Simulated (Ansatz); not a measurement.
# The perfect zigzag BP nanoribbon (N = 2, H edges), part 2 of 2

Aim: is the zigzag BP nanoribbon (N = 2, H edges) a metal or a semiconductor?

Ansatz 0.2.0; DFT PBE, plane waves, PAW; relaxation of a wire's period (the session's first sound run).

So far, band gap (eV): step 3 (the wire at its relaxed period, PBE) 1.33; step 4 (another level of theory, level LDA, cutoff 420 eV, LDA PBE) 1.26; step 5 (another level of theory, level PBEsol, cutoff 420 eV, PBEsol PBE) 1.30; step 6 (levels at the same atoms, level r2SCAN, cutoff 500 eV, r2SCAN PBE) 1.58.

## 8. At a strained period, period over the relaxed period 1.06, k-mesh 1×1×18 (continued)

Electronic bands along the path, in eV, zero at the Fermi level:

| point | up 8 | up 9 | up 10 | up 11 | down 8 | down 9 | down 10 | down 11 |
| --- | --- | --- | --- | --- | --- | --- | --- | --- |
| Γ | -2.83 | -2.07 | 1.62 | 2.61 | -2.83 | -2.07 | 1.62 | 2.61 |
| halfway | -2.97 | -1.43 | 1.85 | 3.29 | -2.97 | -1.43 | 1.85 | 3.29 |
| Z | -1.54 | -0.74 | 0.74 | 1.45 | -1.54 | -0.74 | 0.74 | 1.45 |

The gap is 1.30 eV, against 1.33 eV under PBE at the relaxed period, with no moment.

## 9. At a strained period, period over the relaxed period 1.1, k-mesh 1×1×17

The period is set to 1.1 times the relaxed one and the atoms relax within it: strain changes bond lengths and angles, which shifts the bands against each other. Against the first PBE run of this kind, the mesh along the wire has 17 points against 25.

The cell differs from the one that the last finished run ended in (c 3.421 → 3.550 Å).

Contents of input.yaml:

```yaml
crystal:
  lattice:
    - [13.25, 0.0, 0.0]
    - [0.0, 7.0, 0.0]
    - [0.0, 0.0, 3.5499105836]
  atoms:
    - { symbol: H, position: [0.263047803, 0.5, 0.0] }
    - { symbol: B, position: [0.353298496, 0.5, 0.0], spin: 0.5 }
    - { symbol: P, position: [0.628649496, 0.5, 0.0], spin: -0.5 }
    - { symbol: H, position: [0.735109883, 0.5, 0.0] }
    - { symbol: P, position: [0.421757405, 0.5, 0.5] }
    - { symbol: B, position: [0.563419935, 0.5, 0.5] }
magnetization:
  spin_polarized: true
kpoints:
  mp_grid: { grid: [1, 1, 17] }
  band_path: { path: ["Γ", Z], npoints: 50 }
scf:
  occupations: { method: fermi_dirac, width: 0.05 }
hamiltonian:
  xc: pbe
relax:
  max_steps: 40
  f_tol: 0.02
output:
  stress: true
```

Command:

```console
$ ansatz run input.yaml --threads 4 --pin off --max-ram 16384MiB --backend cpu --events-out ev --progress --plain --runs-dir out
```

Wall time 25 s (4 threads of Arm Neoverse V1, shared host); peak memory 0.61 GiB; 94 s of CPU time.

The steps of the relaxation:

| step | energy less that of the first step (eV) | largest force component (eV/Å) |
| --- | --- | --- |
| 1 | 0.0000 | 1.0170 |
| 2 | -0.0731 | 0.2457 |
| 3 | -0.0742 | 0.0962 |
| 4 | -0.0745 | 0.0249 |
| 5 | -0.0745 | 0.0006 |

The run keeps the 4 symmetry operations that it works with, so distortions that break them were not tested.

The atoms that moved most (Å):

| atom | dx | dy | dz | length |
| --- | --- | --- | --- | --- |
| P3 | -0.074 | 0.000 | 0.000 | 0.074 |
| H4 | -0.072 | 0.000 | 0.000 | 0.072 |
| B2 | 0.071 | 0.000 | 0.000 | 0.071 |
| H1 | 0.069 | 0.000 | 0.000 | 0.069 |
| B6 | 0.007 | 0.000 | 0.000 | 0.007 |

The relaxed structure:

```xyz
6
Lattice="13.2500 0.0000 0.0000 0.0000 7.0000 0.0000 0.0000 0.0000 3.5499" Properties=species:S:1:pos:R:3
H     3.5547    3.5000    0.0000
B     4.7521    3.5000    0.0000
P     8.2560    3.5000    0.0000
H     9.6681    3.5000    0.0000
P     5.5865    3.5000    1.7750
B     7.4726    3.5000    1.7750
```

This step gave:

```yaml
band_gap: 1.272 eV
```

The electronic bands at the labelled points (eV, zero at the Fermi level):

| point | up 8 | up 9 | up 10 | up 11 | down 8 | down 9 | down 10 | down 11 |
| --- | --- | --- | --- | --- | --- | --- | --- | --- |
| Γ | -2.72 | -1.87 | 1.02 | 2.21 | -2.72 | -1.87 | 1.02 | 2.21 |
| halfway | -2.86 | -1.29 | 1.73 | 3.36 | -2.86 | -1.29 | 1.73 | 3.36 |
| Z | -1.58 | -0.73 | 0.70 | 1.48 | -1.58 | -0.73 | 0.70 | 1.48 |

The gap is 1.27 eV, against 1.33 eV under PBE at the relaxed period, with no moment.

## 10. A varied input

This step: DFT LDA, plane waves, PAW; bands of a perfect wire at the PBE geometry; changed: scf.mixing.preconditioner = "local_kerker", accuracy = "high" (Ansatz 0.2.0).

The atoms of the band run (LDA) are kept and the input is varied, to see whether the result depends on it.

Contents of input.yaml:

```yaml
crystal:
  lattice:
    - [13.25, 0.0, 0.0]
    - [0.0, 7.0, 0.0]
    - [0.0, 0.0, 3.2271914397]
  atoms:
    - { symbol: H, position: [0.263047803, 0.5, 0.0] }
    - { symbol: B, position: [0.353298496, 0.5, 0.0] }
    - { symbol: P, position: [0.628649496, 0.5, 0.0] }
    - { symbol: H, position: [0.735109883, 0.5, 0.0] }
    - { symbol: P, position: [0.421757405, 0.5, 0.5] }
    - { symbol: B, position: [0.563419935, 0.5, 0.5] }
kpoints:
  mp_grid: { grid: [1, 1, 19] }
  band_path: { path: ["Γ", Z], npoints: 50 }
scf:
  occupations: { method: fermi_dirac, width: 0.05 }
  mixing: { preconditioner: local_kerker }
hamiltonian:
  xc: lda
accuracy: high
```

Wall time 5.9 s (4 threads); peak memory 0.47 GiB; 21 s of CPU time.

Numbers from this step:

```
band gap : 1.261 eV
```

It took 5.9 s against 5.3 s for the run it varies.

The band gap stays within 0.2 % plus 0.001 of the run it varies.

Against step 4 (now other mixing and other accuracy preset), the band gap stays at 1.26 eV and the free energy stays within 0.05 meV an atom. The band gap moves by under 1 % between these two settings.

## 11. A repeat with changed settings

This step: DFT LDA, plane waves, PAW; bands of a perfect wire at the PBE geometry; changed: magnetization = null, scf.mixing.algorithm = "msr1", scf.mixing.beta = 0.1, basis.ecutwfc = "36.7 Ry" (Ansatz 0.2.0).

input.yaml, as its differences from that of step 10:

```diff
@@ -17,5 +17,6 @@
   occupations: { method: fermi_dirac, width: 0.05 }
-  mixing: { preconditioner: local_kerker }
+  mixing: { algorithm: msr1, beta: 0.1 }
 hamiltonian:
   xc: lda
-accuracy: high
+basis:
+  ecutwfc: "36.7 Ry"
```

Wall time 6.4 s (4 threads); peak memory 0.52 GiB; 24 s of CPU time.

It took 6.4 s against 5.3 s for the run it varies.

The band gap stays within 0.2 % plus 0.001 of the run it varies.

## 12. Summary of results

| Quantity | Value |
| --- | --- |
| cell length, PBE | 3.227 Å |
| conductance, PBE | 2.7e-11 G₀ |
| gap, PBE | 1.33 eV |
| gap, LDA | 1.26 eV |
| gap, PBEsol | 1.30 eV |
| gap, r2SCAN | 1.58 eV |
| gap, period scaled by 1.06 | 1.30 eV |
| gap, period scaled by 1.1 | 1.27 eV |

In words: Under PBE the cell's length is 3.23 Å, no moment survives, and a gap of 1.33 eV makes it a semiconductor. At the relaxed period the wire is gapped under every functional, from 1.26 eV (LDA) to 1.58 eV (r2SCAN). Weak screening in one dimension makes quasiparticle gaps larger than the semilocal gaps, as a rule. Strain matters: under PBE the gap goes from 1.33 eV to 1.30 eV at 1.06 times the period and 1.27 eV at 1.1 times the period. Transport is coherent and elastic here: the atoms are frozen, so scattering by vibrations plays no part.

[Logs are printed without paths, hosts, clocks, repeated set-up lines and the standing remarks that a program may print on its own settings, such as how far it seeks lower states.]

[Hosts, paths, dates, database ids (printed as entryN), source tags and the programs' standing remarks are cut or masked in the printed files.]
